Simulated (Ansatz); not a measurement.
# linear Os chain: period, moment and channels by functional, part 2 of 2

Wanted: the relaxed geometry and the open channels of the linear Os chain, by several methods.

Ansatz 0.2.0; DFT PBE, plane waves, PAW; relaxation of a chain's period (the session's first sound run).

So far, conductance of the lead as this run defines it (G₀): step 3 (the wire at its relaxed period, level PBE, cutoff 420 eV) 6.00; step 5 (bands of the perfect wire, level r2SCAN, cutoff 500 eV) 5.00; step 7 (bands of the perfect wire, level RPBE, cutoff 420 eV) 5.01. Also absolute moment (μB): step 4 (relaxing the period, cutoff 500 eV, r2SCAN) 1.51; step 6 (RPBE, cutoff 420 eV) 1.37.

## 8. Relaxing the period

This step: DFT PBEsol, plane waves, PAW; relaxation of a chain's period (Ansatz 0.2.0).

The relaxation is repeated under another functional. PBEsol weakens PBE's gradient terms and usually lands between LDA and PBE.

Contents of input.yaml:

```yaml
crystal:
  lattice:
    - [7.5, 0.0, 0.0]
    - [0.0, 7.5, 0.0]
    - [0.0, 0.0, 2.6784]
  atoms:
    - { symbol: Os, position: [0.5, 0.5, 0.0], spin: 1.5 }
magnetization:
  spin_polarized: true
kpoints:
  mp_grid: { grid: [1, 1, 30] }
scf:
  occupations: { method: fermi_dirac, width: 0.05 }
hamiltonian:
  xc: pbesol
relax:
  cell: { fix: [a, b, alpha, beta, gamma] }
  max_steps: 60
```

On the command line:

```console
$ ansatz run input.yaml --threads 4 --pin off --max-ram 8192MiB --backend cpu --events-out ev --progress --plain --runs-dir out
```

The job ended after 11 s (4 threads of Arm Neoverse V2, shared host; peak memory 0.41 GiB; 40 s of CPU time).

Relaxation path:

| step | energy less that of the first step (eV) | largest force component (eV/Å) | pressure (GPa) | volume (Å³) |
| --- | --- | --- | --- | --- |
| 1 | 0.0000 | 0.0000 | -3.08 | 150.66 |
| 2 | -0.4137 | 0.0000 | -2.86 | 143.32 |
| 3 | -0.7836 | 0.0000 | -2.59 | 135.97 |
| 4 | -1.0465 | 0.0000 | -1.69 | 128.63 |
| 5 | -1.0284 | 0.0000 | 2.14 | 121.28 |
| 6 | -1.1039 | 0.0000 | -0.06 | 124.95 |
| 7 | -1.1039 | 0.0000 | -0.09 | 125.02 |
| 8* | -1.1030 | 0.0000 | -0.09 | 125.02 |

Relaxation steps marked * repeat the geometry before them on a plane-wave basis chosen anew for their cell, so energy and pressure can jump there. Relaxation step 5 was tried and not accepted.

| cell as run | before | after | change |
| --- | --- | --- | --- |
| c (Å) | 2.678 | 2.223 | -17.0 % |

Final coordinates:

```xyz
1
Lattice="7.5000 0.0000 0.0000 0.0000 7.5000 0.0000 0.0000 0.0000 2.2226" Properties=species:S:1:pos:R:3
Os    3.7500    3.7500    0.0000
```

The cell's length comes to 2.223 Å, -0.9 % against the first run, with no moment. That is -17 % against the start, more than a small adjustment.

The cell shrank by 17.0 % in its periodic edges.

## 9. The perfect wire, level PBEsol, cutoff 420 eV

This step: DFT PBEsol, plane waves, PAW; channels and complex bands of a perfect chain (Ansatz 0.2.0).

The channels are counted again under PBEsol, at the period that it gave.

Contents of input.yaml:

```yaml
crystal:
  lattice:
    - [7.5, 0.0, 0.0]
    - [0.0, 7.5, 0.0]
    - [0.0, 0.0, 2.2225662757]
  atoms:
    - { symbol: Os, position: [0.5, 0.5, 0.0] }
kpoints:
  mp_grid: { grid: [1, 1, 36] }
  band_path: { path: ["Γ", Z], npoints: 60 }
scf:
  occupations: { method: fermi_dirac, width: 0.05 }
hamiltonian:
  xc: pbesol
output:
  transmission:
    e_range: [-2, 2]
    de: 0.035
    kmesh: [1, 1]
    reduced_basis: true
    leads: [[0, 0]]
  dos: { projected: true, e_range: [-6, 4] }
```

Run time: 7.2 s. Hardware: 4 threads; peak memory 0.44 GiB.

Table of open channels of the lead, one spin by energy, zero at the Fermi level:

| energy (eV) | open channels of the lead, one spin |
| --- | --- |
| -2.000 | 4 |
| -1.790 | 4 |
| -1.615 | 4 |
| -1.405 | 6 |
| -1.195 | 6 |
| -0.985 | 6 |
| -0.810 | 6 |
| -0.600 | 6 |
| -0.390 | 6 |
| -0.215 | 6 |
| -0.005 | 6 |
| 0.205 | 6 |
| 0.415 | 6 |
| 0.590 | 4 |
| 0.800 | 4 |
| 1.010 | 4 |
| 1.185 | 4 |
| 1.395 | 4 |
| 1.605 | 3 |
| 1.815 | 3 |

At the computed energy nearest the Fermi level there are 6 channels a spin, and the thermal average gives 6.00 G₀.

## 10. Comparing the runs

Times are for 4 threads of Arm Neoverse V2, shared host. The series side by side:

```
no.   level  conductance of the lead as this run defines it (G₀)  absolute moment (μB)   time  memory (GiB)
  1     PBE                                                6.000                     0    7 s          0.44
  2  r2SCAN                                                5.000                 1.560   20 s          0.76
  3    RPBE                                                5.008                 1.375   32 s          0.53
  4  PBEsol                                                6.000                     0  7.2 s          0.44
```

## 11. Relaxing the period, cutoff 600 eV

This step: DFT PBE, plane waves, PAW (JTH); relaxation of a chain's period (Ansatz 0.2.0).

The same functional on other atomic datasets tests how far the result hangs on the treatment of the cores. Against the first PBE run of this kind, the cutoff is 600 eV against 420.

Contents of input.yaml:

```yaml
crystal:
  lattice:
    - [7.5, 0.0, 0.0]
    - [0.0, 7.5, 0.0]
    - [0.0, 0.0, 2.6784]
  atoms:
    - { symbol: Os, position: [0.5, 0.5, 0.0], spin: 1.5 }
magnetization:
  spin_polarized: true
kpoints:
  mp_grid: { grid: [1, 1, 30] }
scf:
  occupations: { method: fermi_dirac, width: 0.05 }
hamiltonian:
  xc: pbe
  pseudopotentials: { kind: paw, source: jth }
relax:
  cell: { fix: [a, b, alpha, beta, gamma] }
  max_steps: 60
```

Run time: 11 s. Hardware: 4 threads; peak memory 0.48 GiB; 38 s of CPU time.

The cell's length comes to 2.236 Å, -0.3 % against the first run, with no moment. That is -17 % against the start, more than a small adjustment.

## 12. The relaxed wire

This step: DFT PBE, plane waves, PAW; relaxation of a chain's period (Ansatz 0.2.0).

No moment formed, so a run without spin should agree; this checks it and saves time.

input.yaml, the sections that differ from step 11:

```yaml
crystal:
  lattice:
    - [7.5, 0.0, 0.0]
    - [0.0, 7.5, 0.0]
    - [0.0, 0.0, 2.6784]
  atoms:
    - { symbol: Os, position: [0.5, 0.5, 0.0] }
hamiltonian:
  xc: pbe
# kpoints, scf, relax: as in step 11
# magnetization: removed
```

It took 3.1 s on 4 threads; peak memory 0.37 GiB; 11 s of CPU time.

The cell's length comes to 2.243 Å, +0.0 % against the first run, with spin left out. That is -16 % against the start, more than a small adjustment.

## 13. The series together

Times are for 4 threads of Arm Neoverse V2, shared host. The runs compared:

```
no.           level  cell length along the wire (Å)  absolute moment (μB)   time  memory (GiB)
  1             PBE                           2.243                     0   10 s          0.41
  2          r2SCAN                           2.259                 1.509   34 s          0.74
  3            RPBE                           2.284                 1.367  6.2 s          0.41
  4          PBEsol                           2.223                     0   11 s          0.41
  5  PBE, JTH files                           2.236                     0   11 s          0.48
  6    PBE, no spin                           2.243                     0  3.1 s          0.37
```

## 14. Two-component spinors

This step: DFT PBE, plane waves, fully relativistic PAW; channels of a perfect chain with spin-orbit coupling (Ansatz 0.2.0).

Spin-orbit coupling mixes the spins and splits bands that cross or touch without it, so it can open or close channels. Fully relativistic datasets take the place of the scalar ones. The window is narrow, since spinor matrices are twice as large.

Contents of input.yaml:

```yaml
crystal:
  lattice:
    - [7.5, 0.0, 0.0]
    - [0.0, 7.5, 0.0]
    - [0.0, 0.0, 2.243177479]
  atoms:
    - { symbol: Os, position: [0.5, 0.5, 0.0] }
kpoints:
  mp_grid: { grid: [1, 1, 36] }
  band_path: { path: ["Γ", Z], npoints: 60 }
scf:
  occupations: { method: fermi_dirac, width: 0.05 }
hamiltonian:
  xc: pbe
  pseudopotentials: { kind: paw_fr }
output:
  transmission:
    e_range: [-0.42, 0.42]
    de: 0.035
    kmesh: [1, 1]
    reduced_basis: false
    leads: [[0, 0]]
magnetization:
  noncollinear: true
  spin_orbit: true
```

Wall time 3.5 min (4 threads); peak memory 5.1 GiB; 13 min of CPU time.

This step gave:

* energy at zero smearing: -11408.9107 eV
* conductance of the lead as this run defines it: 5.957 G₀
* channels at the energy nearest the Fermi level, both spins: 12

The open channels of the lead, both spins by energy, zero at the Fermi level:

```csv
energy (eV),"open channels of the lead, both spins"
-0.420,12
-0.385,12
-0.350,12
-0.315,12
-0.280,12
-0.245,12
-0.210,12
-0.175,12
-0.140,12
-0.105,12
-0.070,12
-0.035,12
0.000,12
0.035,12
0.070,12
0.105,10
0.140,10
0.175,10
0.210,10
0.245,10
0.280,10
0.315,10
0.350,10
0.385,10
0.420,10
```

The slowest values at each energy, most degenerate partners merged, listed up to 1.5 1/Å. Im kz of the slowest decaying states against energy, zero at the Fermi level:

```csv
energy (eV),decay 1 (Å⁻¹),decay 2 (Å⁻¹),decay 3 (Å⁻¹),decay 4 (Å⁻¹)
-0.420,1.10,1.13,1.18,1.35
-0.350,1.10,1.12,1.18,1.34
-0.315,1.09,1.12,1.17,1.34
-0.245,1.08,1.11,1.16,1.33
-0.175,1.07,1.10,1.16,1.32
-0.105,1.07,1.09,1.15,1.31
-0.070,1.06,1.09,1.14,1.31
0.000,1.05,1.08,1.13,1.30
0.070,1.04,1.07,1.13,1.30
0.105,0.0936,1.04,1.07,1.12
0.175,0.181,1.03,1.06,1.11
0.245,0.237,1.02,1.05,1.11
0.315,0.281,1.01,1.04,1.10
0.350,0.299,1.01,1.04,1.09
0.420,0.333,0.999,1.03,1.08
```

Electronic bands along the path, in eV, zero at the Fermi level:

```csv
point,band 13,band 14,band 15,band 16,band 17,band 18,band 19,band 20
Γ,-1.86,-1.86,-1.10,-1.10,2.26,2.26,2.91,2.91
halfway,-1.38,-1.38,-0.80,-0.80,-0.79,-0.79,-0.17,-0.17
Z,0.08,0.08,0.97,0.97,1.52,1.52,5.51,5.51
```

At the computed energy nearest the Fermi level there are 12 spinor channels, and the thermal average gives 5.96 G₀.

## 15. A varied input

This step: DFT PBE, plane waves, PAW; channels and complex bands of a perfect chain; changed: hamiltonian.pseudopotentials = {"kind": "paw", "source": "jth"}, basis.ecutrho_ratio = 12, magnetization = {"spin_polarized": true} (Ansatz 0.2.0).

The atoms of the run on the perfect lead (PBE) are kept and the input is varied, to see whether the result depends on it. The ELF is not written this time.

input.yaml, the sections that differ from step 14:

```yaml
crystal:
  lattice:
    - [7.5, 0.0, 0.0]
    - [0.0, 7.5, 0.0]
    - [0.0, 0.0, 2.243177479]
  atoms:
    - { symbol: Os, position: [0.5, 0.5, 0.0], spin: 0.2 }
hamiltonian:
  xc: pbe
  pseudopotentials: { kind: paw, source: jth }
output:
  transmission:
    e_range: [-2, 2]
    de: 0.035
    kmesh: [1, 1]
    reduced_basis: true
    leads: [[0, 0]]
  dos: { projected: true, e_range: [-6, 4] }
  write_potential: true
  write_density: true
  volumetric_format: npy
basis:
  ecutrho_ratio: 12
magnetization:
  spin_polarized: true
# kpoints, scf: as in step 14
```

Elapsed: 21 s, on 4 threads; peak memory 0.75 GiB; 72 s of CPU time.

This step gave:

```
energy at zero smearing                                 : -9487.7946 eV
channels at the energy nearest the Fermi level, spin up : 6
conductance of the lead as this run defines it          : 6.000 G₀
```

The open channels of the lead by energy, zero at the Fermi level:

```
energy (eV)  spin up  spin down
     -2.000        4          4
     -1.895        4          4
     -1.790        4          4
     -1.685        4          4
     -1.615        4          4
     -1.510        4          4
     -1.405        6          6
     -1.300        6          6
     -1.195        6          6
     -1.090        6          6
     -0.985        6          6
     -0.915        6          6
     -0.810        6          6
     -0.705        6          6
     -0.600        6          6
     -0.495        6          6
     -0.390        6          6
     -0.285        6          6
     -0.215        6          6
     -0.110        6          6
     -0.005        6          6
      0.100        6          6
      0.205        6          6
      0.310        6          6
      0.415        6          6
      0.485        4          4
      0.590        4          4
      0.695        4          4
      0.800        4          4
      0.905        4          4
      1.010        4          4
      1.115        4          4
      1.185        4          4
      1.290        4          4
      1.395        4          4
      1.500        3          3
      1.605        3          3
      1.710        3          3
      1.815        3          3
      1.885        3          3
```

It took 21 s against 7 s for the run it varies, and the conductance is 6.00 G₀ against 6.00 G₀.

The conductance of the lead as this run defines it stays within 0.2 % plus 0.001 of the run it varies.

## 16. A varied input

This step: DFT PBE, plane waves, PAW; channels and complex bands of a perfect chain; changed: basis.xc_grid = 4, scf.occupations.width = null, scf.occupations.method = "tetrahedron", accuracy = "high" (Ansatz 0.2.0).

input.yaml, the sections that differ from step 15:

```yaml
crystal:
  lattice:
    - [7.5, 0.0, 0.0]
    - [0.0, 7.5, 0.0]
    - [0.0, 0.0, 2.243177479]
  atoms:
    - { symbol: Os, position: [0.5, 0.5, 0.0] }
scf:
  occupations: { method: tetrahedron }
hamiltonian:
  xc: pbe
basis:
  xc_grid: 4
accuracy: high
# kpoints, output: as in step 15
# magnetization: removed
```

It took 7 s on 4 threads; peak memory 0.57 GiB; 23 s of CPU time.

The open channels of the lead, one spin by energy, zero at the Fermi level:

energy (eV), open channels of the lead, one spin and a bar from the least value:
```
   -2.000       4.00 ##########
   -1.895       4.00 ##########
   -1.790       4.00 ##########
   -1.685       4.00 ##########
   -1.615       4.00 ##########
   -1.510       5.00 ####################
   -1.405       6.00 ##############################
   -1.300       6.00 ##############################
   -1.195       6.00 ##############################
   -1.090       6.00 ##############################
   -0.985       6.00 ##############################
   -0.915       6.00 ##############################
   -0.810       6.00 ##############################
   -0.705       6.00 ##############################
   -0.600       6.00 ##############################
   -0.495       6.00 ##############################
   -0.390       6.00 ##############################
   -0.285       6.00 ##############################
   -0.215       6.00 ##############################
   -0.110       6.00 ##############################
   -0.005       6.00 ##############################
    0.100       6.00 ##############################
    0.205       6.00 ##############################
    0.310       6.00 ##############################
    0.415       6.00 ##############################
    0.485       4.00 ##########
    0.590       4.00 ##########
    0.695       4.00 ##########
    0.800       4.00 ##########
    0.905       4.00 ##########
    1.010       4.00 ##########
    1.115       4.00 ##########
    1.185       4.00 ##########
    1.290       4.00 ##########
    1.395       4.00 ##########
    1.500       3.00 
    1.605       3.00 
    1.710       3.00 
    1.815       3.00 
    1.885       3.00
```

It took 7 s against 7 s for the run it varies, and the conductance is 6.00 G₀ against 6.00 G₀.

The channels at the energy nearest the Fermi level, one spin and conductance of the lead as this run defines it stay within 0.2 % plus 0.001 of the run it varies.

## 17. What came out

| Property | Result |
| --- | --- |
| cell length, PBE | 2.243 Å |
| cell length, r2SCAN | 2.259 Å |
| cell length, RPBE | 2.284 Å |
| cell length, PBEsol | 2.223 Å |
| cell length, PBE, JTH files | 2.236 Å |
| cell length, PBE, no spin | 2.243 Å |
| conductance, PBE | 6.00 G₀ |
| conductance, r2SCAN | 5.00 G₀ |
| absolute moment, r2SCAN | 1.56 μB |
| conductance, RPBE | 5.01 G₀ |
| absolute moment, RPBE | 1.38 μB |
| conductance, PBEsol | 6.00 G₀ |
| conductance, with spin-orbit coupling | 5.96 G₀ |

**Reading.** Under PBE the cell's length is 2.24 Å, no moment survives, and it is a metal with 6 channels a spin next to the Fermi level, 6.00 G₀ at 300 K (5.00 to 6.00 over the functionals). The cell's length spans 2.8 % over the functionals, shortest under PBEsol and longest under RPBE. A perfect wire passes every open channel, so the conductance counts half a G₀ for each forward-moving state at the Fermi level, spin by spin. The functionals disagree on magnetism: the relaxation keeps a moment under r2SCAN (1.51 μB) and RPBE (1.37 μB) and loses it under PBE and PBEsol. Transport is coherent and elastic here: the atoms are frozen, so scattering by vibrations plays no part. No search over magnetic orders was made; another may lie lower. For the perfect chain only parallel moments were started; its antiparallel and spiral orders were not tested. The lead's cell of one atom keeps the chain straight and evenly spaced; a zigzag or dimerised form may lie lower.

[Logs are printed without paths, hosts, clocks, repeated set-up lines and the standing remarks that a program may print on its own settings, such as how far it seeks lower states.]

[Hosts, paths, dates, database ids (printed as entryN), source tags and the programs' standing remarks are cut or masked in the printed files.]
